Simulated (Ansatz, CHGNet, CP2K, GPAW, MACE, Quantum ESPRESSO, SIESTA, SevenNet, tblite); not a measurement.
# Codes compared on random packing of Ge88H12 (at. %) (106 atoms)

How near do other programs and methods come to a plane-wave reference for random packing of Ge88H12 (at. %) (106 atoms)? A plane-wave run serves as the reference.

Main program and level: Ansatz 0.2.0; Kohn-Sham DFT, PBE, PAW, plane waves.

## (1) Starting point

The cell holds 106 atoms: 93 Ge and 13 H. Cell: a = 12.793 Å, b = 12.793 Å, c = 12.793 Å, α = 90.0°, β = 90.0°, γ = 90.0°. 106 atoms (93 Ge, 13 H) packed at random in a cube at 5.37 g/cm³ and pushed apart as soft spheres; a start for melting by ab initio MD, not an equilibrated structure. Then every atom was moved at random, 0.02 Å r.m.s. a Cartesian component (hydrogen 0.6 of that).

## (2) The reference run

The PAW files are the set soft_2.

File input.yaml:

```yaml
crystal:
  lattice:
    - [12.7934, 0.0, 0.0]
    - [0.0, 12.7934, 0.0]
    - [0.0, 0.0, 12.7934]
  atoms:
    - { symbol: Ge, position: [0.43789, 0.21142, 0.30771] }
    - { symbol: Ge, position: [0.6375, 0.51133, 0.23205] }
    - { symbol: Ge, position: [0.9751, 2.0e-05, 0.11763] }
    - { symbol: Ge, position: [0.92511, 0.47815, 0.12389] }
    [... 96 atom lines left out ...]
    - { symbol: H, position: [0.73326, 0.92804, 0.29284] }
    - { symbol: H, position: [0.927, 0.83828, 0.53252] }
    - { symbol: H, position: [0.09694, 0.20307, 0.12432] }
    - { symbol: H, position: [0.93752, 0.58098, 0.85621] }
    - { symbol: H, position: [0.42612, 0.8649, 0.5521] }
    - { symbol: H, position: [0.26508, 0.67832, 0.89295] }
kpoints:
  mp_grid: { grid: [1, 1, 1] }
hamiltonian:
  xc: pbe
scf:
  occupations: { method: fermi_dirac, width: 0.05 }
output:
  forces: true
  eigenvalues: true
  populations: true
  stress: true
```

The run is started by

```
> ansatz run input.yaml --threads 8 --pin off --max-ram 15872MiB --backend cpu --events-out ev --progress --plain --runs-dir out
```

Numbers of over 12 decimals in the logs are rounded to 6 here.

The program printed:

```text
[...]
Pseudopotentials: kind: paw
Pseudopotential: Ge, paw, valence charge 14, recommended cutoff 420 eV (normal), Ge.paw.azcp
Pseudopotential: H, paw, valence charge 1, recommended cutoff 420 eV (normal), H.paw.azcp
[...]
Crystal: 106 atoms, lattice volume = 2093.910 Å³
Basis set: ecut = 420 eV, 40843 PW (Γ), exchange–correlation on 180×180×180 points (8 copies of the dense FFT grid, shifted against one another)
Bands: 789, of which v1, the nominal top of the filled ones, is band 658 counted from 1 (657 counted from 0)
Symmetry: 1 space group operations
Space group: P1 (ITA 1), of the structure as read, at distance tolerance 1.3e-4 Å
k-points: 1
[...]
Initial density: superposition of atomic densities (neutral atoms: chi_scale 0, normalization atom), corrected by the library's trained network
Initial wavefunctions: pseudopotential atomic-orbital guess
[...]
SCF iter   1: F=—  HF=-399558.033373 eV  |F-HF|=—  |Δ(HF+E_count)|=         —  Δρ=4.41e-3  dr2=1.67e0  ethr=1.77e-3  ⟨swp⟩=5.0  Hψ=2506  notcnv=0  defer=74
preconditioner: auto → LDOS  [metal: Δε(μ)=0.053 eV  Ē_g=21.793 eV  σ=0.050 eV  W_gap=0.25  n_scr=586 (ndim 8)  ℏωp=29.4 eV  f_vac=0.035  D(μ)=50.70/eV (n_scr^D=340)  β→1.0]
[...]
SCF iter   9: F=—  HF=-399557.832173 eV  |F-HF|=—  |Δ(HF+E_count)|=   1.21e-7  Δρ=2.47e-6  dr2=2.27e-7  ethr=1.32e-10  ⟨swp⟩=2.0  Hψ=1359  notcnv=0  defer=90
SCF iter  10: F=-399557.832173 eV  HF=-399557.832173 eV  |F-HF|=2.27e-8  |Δ(HF+E_count)|=   1.19e-8  Δρ=9.95e-7  dr2=3.58e-8  ethr=7.60e-12  ⟨swp⟩=9.0  Hψ=3356  notcnv=0
SCF 1 converged in 10 iterations: F = -399557.832173 eV  dr2 = 3.58e-8
[...]
SCF converged after 10 iterations
Free energy (F): -399557.832173 eV
Harris-Foulkes:  -399557.832173 eV  (|F-HF|=2.27e-8)
Internal energy: -399557.394806 eV  (E = F + TS)
E sigma→0 (E₀):  -399557.613490 eV
Entropy (-TS):   -0.437367 eV (-4.126 meV/atom)
Fermi energy:    8.593373 eV
--- Per-component energies (eV) ---
[...]
Σ components = -399557.832173   (vs F -399557.832173, Δ=0.00e0)
--- Forces (eV/Å), atoms counted from 1 ---
  atom   1  Ge     0.22220791    -0.80797991     0.91243207
  atom   2  Ge     0.07215905    -0.07016065     0.06380199
  atom   3  Ge    -0.27107215     0.64630209    -1.16453547
  atom   4  Ge    -2.03337876    -1.26339594     0.33378987
[...]
atom 106  H      0.04826399     0.45326926    -0.16355860
  max |Σ_I F_I| component: 1.78e-5 eV/Å
--- Stress (GPa, compression-positive) ---
        7.691811      -0.769274       0.690950
       -0.769274       8.981875      -0.569029
        0.690950      -0.569029       8.237736
  P = ⅓ Tr σ = 8.3038 GPa (83.038 kbar)
--- Band table (eV) ---
  k-point 0: bands = ["-16.6501", "-16.6059", "-16.5840", "-16.5546", [... 773 levels ...], "13.5105", "13.5721", "13.6562", "13.6888", "13.7041", "13.7468", "13.8117", "13.8484", "13.8871", "13.9047", "13.9705", "14.0348"]
--- Löwdin populations: 106 sites ---
  site symbol       q [e]
     0     Ge     13.9827
     1     Ge     14.0022
     2     Ge     13.9124
[...]
105      H      1.0771
  spilling = 0.002683 (of n_electrons = 1315.000000)
```

Run time: 37 s. Hardware: 8 threads of Arm Neoverse V2, shared host; peak memory 3.9 GiB.

Numbers from this run:

* free energy: -399557.8322 eV
* free energy per atom: -3769.4135 eV/atom
* SCF cycles: 10
* pressure: 8.304 GPa
* r.m.s. force component: 1.277 eV/Å
* longest force: 5.402 eV/Å
* Fermi energy: 8.593 eV
* levels partly filled by over 2 per cent: 10
* spilling of the projection: 0.002683

Length of the force by element:

```tsv
element	coordination	atoms	mean length of the force (eV/Å)	spread	least	most
Ge	all	93	2.09	1.08	0.119	5.40
H	all	13	0.577	0.170	0.263	0.887
```

Löwdin charges by element (they lack the spilled electrons, 0.033 e an atom on average):

```tsv
element	coordination	atoms	mean charge (e)	spread	least	most
Ge	all	93	0.0504	0.0294	-0.0196	0.118
H	all	13	-0.0895	0.0455	-0.222	-0.0392
```

The levels nearest the highest filled one (over half full), pooled over k-points and spins:

```tsv
level less the highest filled one (eV)	occupation
-0.225	1.99
-0.145	1.95
-0.132	1.94
-0.0844	1.84
-0.0083	1.44
0	1.37
0.0463	0.927
0.064	0.754
0.0976	0.473
0.160	0.162
0.188	0.096
0.254	0.027
```

The run ends at a pressure of 8.30 GPa, with forces up to 5.4 eV/Å.

## (3) The other programs

The programs:
- CHGNet: machine-learned potential, published weights.
- CP2K 2026.2: Gaussian basis with GTH pseudopotentials and a plane-wave density; labels give functional, basis (MOLOPT sets; SR short-range, UZH the newer set with its own potentials), grid cutoff/relative cutoff and solver (OT: orbital transformation; TRS4, TC2, SIGN: linear-scaling purification with its sparsity filter), or its built-in tight binding.
- GPAW 26.7.0: PAW with atomic orbitals (LCAO), plane waves or a real-space grid of spacing h.
- MACE: machine-learned potential, published weights.
- Quantum ESPRESSO 7.5: plane waves; labels (QE) give functional, pseudopotential set and cutoffs of waves/density.
- SIESTA 5.4.2: numerical atomic orbitals, whose automatically made sets are far from complete, with PseudoDojo norm-conserving potentials that we converted to its format (checked against plane waves on the same files for H, C, O, Si, Ge and Ca alone); labels give functional, basis size, energy shift and mesh cutoff.
- SevenNet: machine-learned potential, published weights.

All use the same cell and atoms; the electronic-structure runs use the same k-mesh, and an electronic temperature of 580 K (0.05 eV) where levels are smeared.

Differences are against the plane-wave reference, forces as r.m.s. over components; share is that over the reference's r.m.s. force, slope the least-squares factor from reference forces to these. Total energies of different programs have different zeros and aren't compared.

```tsv
run	Δ force, r.m.s. (meV/Å)	share (%)	slope	Δ pressure (GPa)	cores	CPU time	memory (GiB)
reference	-	-	-	-	8	4.7 min	3.9
CHGNet r2SCAN potential	682	53.4	0.509	-5.09	1	3.1 s	0.94
CP2K PBE, DZVP-MOLOPT-SR, 225/50 Ry, diagonalisation (coarse)	102	7.96	1.019	0.149	2	2.9 min	1.6
CP2K PBE, DZVP-MOLOPT-SR, 450/50 Ry, diagonalisation	102	7.97	1.019	0.149	2	4.3 min	4.0
CP2K PBE, SZV-MOLOPT-SR, 450/50 Ry, diagonalisation (coarse)	432	33.8	1.131	1.37	1	3.1 min	3.8
CP2K PBE, TZV2P-MOLOPT (SR for Ge), 450/50 Ry, diagonalisation	41.7	3.26	1.020	0.617	4	9.7 min	13
CP2K PBEsol, PBE potentials, DZVP-MOLOPT-SR, 450/50 Ry, diagonalisation	119	9.29	1.047	-0.969	2	4.4 min	4.1
GPAW PBE, LCAO dzp, h 0.15 Å	184	14.4	1.136	-	2	12 min	4.6
GPAW PBE, LCAO dzp, h 0.2 Å	184	14.4	1.136	-	1	5.6 min	2.0
MACE MPA-0 medium potential	204	16.0	1.023	-0.339	1	7.1 s	1.0
QE PBE, sssp-1.3.0-efficiency, 45/360 Ry	2.48	0.194	1.000	-0.183	4	34 min	7.6
SIESTA PBE, DZ, shift 0.01 Ry, mesh 300 Ry (coarse)	410	32.1	1.259	2.41	1	4.3 min	1.3
SIESTA PBE, DZP, shift 0.01 Ry, mesh 300 Ry	358	28.0	1.247	3.03	2	12 min	2.5
SIESTA PBE, SZ, shift 0.01 Ry, mesh 300 Ry (coarse)	937	73.3	1.676	10.3	1	2.8 min	1.0
SIESTA PBE, TZP, shift 0.01 Ry, mesh 300 Ry	325	25.5	1.227	2.40	2	16 min	2.9
SevenNet l3i5 potential	278	21.8	1.035	0.28	1	8.4 s	1.3
```

Rows marked coarse were listed beforehand as settings not expected to be converged; some can still land near the reference.

Times of the machine-learned potentials are mostly Python's start and the loading of weights.

CPU time is summed over cores on a shared host, where runs went side by side, so it is rough. Symmetry, cutoffs, thresholds, outputs and thread counts weren't matched or tuned between programs; memory under MPI is the largest rank's times the ranks.

Left out of this page: tblite IPEA1-xTB (killed or ended with an error).

Runs without a result: CP2K GFN1-xTB, diagonalisation (not converged, the SCF not settling); tblite GFN2-xTB (not converged); SIESTA PBE, DZP, shift 0.001 Ry, mesh 300 Ry (cut off at its time limit of 16 min).

Mean charges by element (e), by run and scheme:

```tsv
run	scheme	Ge	H
reference	Löwdin	+0.05	-0.09
CP2K PBE, DZVP-MOLOPT-SR, 450/50 Ry, diagonalisation	Mulliken	-0.01	+0.10
CP2K PBE, TZV2P-MOLOPT (SR for Ge), 450/50 Ry, diagonalisation	Mulliken	+0.01	-0.06
CP2K PBEsol, PBE potentials, DZVP-MOLOPT-SR, 450/50 Ry, diagonalisation	Mulliken	-0.02	+0.13
SIESTA PBE, DZP, shift 0.01 Ry, mesh 300 Ry	Hirshfeld	+0.02	-0.11
SIESTA PBE, TZP, shift 0.01 Ry, mesh 300 Ry	Hirshfeld	+0.02	-0.11
```

The reference's Löwdin charges lack the electrons that the projection spills, 0.033 e an atom on average.

Within one program, basis, potentials and functional, energies share a zero. Each run against its twin at the usual cutoff or grid and solver:

```tsv
run	twin	Δ energy (meV/atom)	Δ force, r.m.s. (meV/Å)	CPU time over the twin's
CP2K PBE, DZVP-MOLOPT-SR, 225/50 Ry, diagonalisation	DZVP-MOLOPT-SR, 450/50 Ry, diagonalisation	0.0024	4.53	0.66
GPAW PBE, LCAO dzp, h 0.15 Å	LCAO dzp, h 0.2 Å	-8.31	8.41	2.1 (this twin ran on 1 cores)
```

## (4) Results

| Quantity | Value |
| --- | --- |
| reference r.m.s. force component | 1.28 eV/Å |
| nearest in forces | QE PBE, sssp-1.3.0-efficiency, 45/360 Ry, 0.19 % |
| farthest in forces | SIESTA PBE, SZ, shift 0.01 Ry, mesh 300 Ry (coarse), 73 % |
| cheapest electronic-structure run beside the reference | SIESTA PBE, SZ, shift 0.01 Ry, mesh 300 Ry, 2.8 min of CPU time |

What this shows: PBE on plane waves or a grid with other potentials, cutoffs or grids, coarse settings apart, differs from the reference by 0.19 % (QE PBE, sssp-1.3.0-efficiency, 45/360 Ry) of the r.m.s. force; this holds the reference's own error, so differences of a few per cent don't tell which side is nearer the exact PBE result (QE's 45 Ry are 612 eV, against the reference's 420 eV). The PBE runs in local orbitals, coarse settings apart, differ by 3.3 % (CP2K PBE, TZV2P-MOLOPT (SR for Ge), 450/50 Ry, diagonalisation) to 28 % (SIESTA PBE, DZP, shift 0.01 Ry, mesh 300 Ry); basis, grid and potentials can all enter. Machine-learned potentials differ by 16 % (MACE MPA-0 medium potential) to 53 % (CHGNet r2SCAN potential); they were trained on other programs' data, some at another functional. Rows with another functional or a dispersion term differ by 9.3 % (CP2K PBEsol, PBE potentials, DZVP-MOLOPT-SR, 450/50 Ry, diagonalisation), which mixes the change of model with differences of basis and potentials, some of them made for another functional. Runs with settings chosen to be coarse differ by 8.0 % (CP2K PBE, DZVP-MOLOPT-SR, 225/50 Ry, diagonalisation) to 73 % (SIESTA PBE, SZ, shift 0.01 Ry, mesh 300 Ry), their programs' other errors included. None of the electronic-structure runs in the table takes under half the reference's CPU time of 4.7 min; they take 0.59 to 7.2 times as much. SIESTA PBE, SZ, shift 0.01 Ry, mesh 300 Ry stiffens the forces by a factor of 1.68 while following their directions (correlation 0.986); the slopes of the 4 SIESTA runs lie between 1.23 and 1.68; the difference isn't even, but is largest on one element. In pressure, SIESTA PBE, SZ, shift 0.01 Ry, mesh 300 Ry misses by +10.3 GPa, at the same functional. Charges hang on scheme and program or settings: among these rows the mean for H runs from -0.11 to +0.13 e, even in sign. In the reference: 10 levels are partly filled, by over 2 % (at Γ alone): at this level the cell shows no clear gap. Levels of broken or missing bonds inside a gap of the host would look the same. In the reference: mean Löwdin charges: Ge +0.05, H -0.09 e. The potentials hold different valence shells: 1315 electrons in the reference, 385 in CP2K with SZV-MOLOPT-SR and 385 in GPAW; this bears on time and differences. GPAW's setups keep the filled d shell of Ge in the core. The electron count is odd in these runs, and they have no spin polarisation, so the unpaired electron is spread evenly over both spins. Machine-learned potentials mimic data converged in k, so the reference's own k-point error enters their differences. The reference's pressure of 8.3 GPa belongs to a cell and atoms that aren't relaxed at this level. The electron count is odd and the run has no spin polarisation, so levels at the top are partly filled by construction. The electronic-structure runs sample only Γ, in a cell whose shortest periodic width is 13 Å, which is coarse for a cell with partly filled levels.

[Also dropped from logs without a mark: logging warnings of Python, and SIESTA's first energy breakdown and zero terms.]

[Logs are printed without paths, hosts, clocks, repeated set-up lines and the standing remarks that a program may print on its own settings, such as how far it seeks lower states.]

[Hosts, paths, dates, database ids (printed as entryN), source tags and the programs' standing remarks are cut or masked in the printed files.]
